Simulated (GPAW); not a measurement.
# The S K excitation threshold of CdS (Hawleyite, F-43m) under uniform strain

For each volume the threshold was computed as E(hole) − E(ground) plus the lowest empty eigenvalue of the hole cell (GPAW, PBE, 8-atom cell, total energies on 3×3×3 k points, the eigenvalue on 4×4×4, hole spin-paired). The values are raw, 17 eV above the value with the free atom's term for the hole's spin taken off; only their change is used. The threshold is the spectrum's zero, where absorption may be weak, not the visible edge.

| volume | ln(V/V₀) | threshold (eV) |
| --- | --- | --- |
| V × 0.94 | -0.06188 | 2482.512 |
| V × 0.97 | -0.03046 | 2482.386 |
| V × 1 | +0.00000 | 2482.264 |
| V × 1.03 | +0.02956 | ? |
| V × 1.06 | +0.05827 | 2482.033 |

Q: Fit a straight line in ln(V/V₀), give its slope, and predict the threshold at V × 1.03.

The means of the given rows are x̄ = -0.00852 and Ē = 2482.299 eV. Σ(x − x̄)(E − Ē) = -0.03134 and Σ(x − x̄)² = 0.007862, so the slope is -3.99 eV, and the line passes the given rows within 0.001 eV. At x = +0.02956 it gives 2482.299 + (-3.99) × (+0.03808) = 2482.147 eV. The run gives 2482.147 eV, a miss of -0.000 eV over a total move of -0.479 eV. The slope is the clamped-ion volume deformation potential of the lowest empty level of the hole cell on this mesh (the hole may pull it below the band edge) against the S 1s level, with the hole's relaxation included: the threshold falls by 0.040 eV for 1 % of expansion. The charged cell's image error also scales with the cell's size and isn't taken out.

[Hosts, paths, dates, database ids (printed as entryN), source tags and the programs' standing remarks are cut or masked in the printed files.]

[Lists of maxima count a maximum above −3 eV only where it reaches 4 % of the highest in the window and stands out from its surroundings by 2 % of it (1.5 % where it reaches 55 %); shoulders and weaker maxima are passed over, and of the rest the first, up to two pre-edge ones and the few strongest are named.]
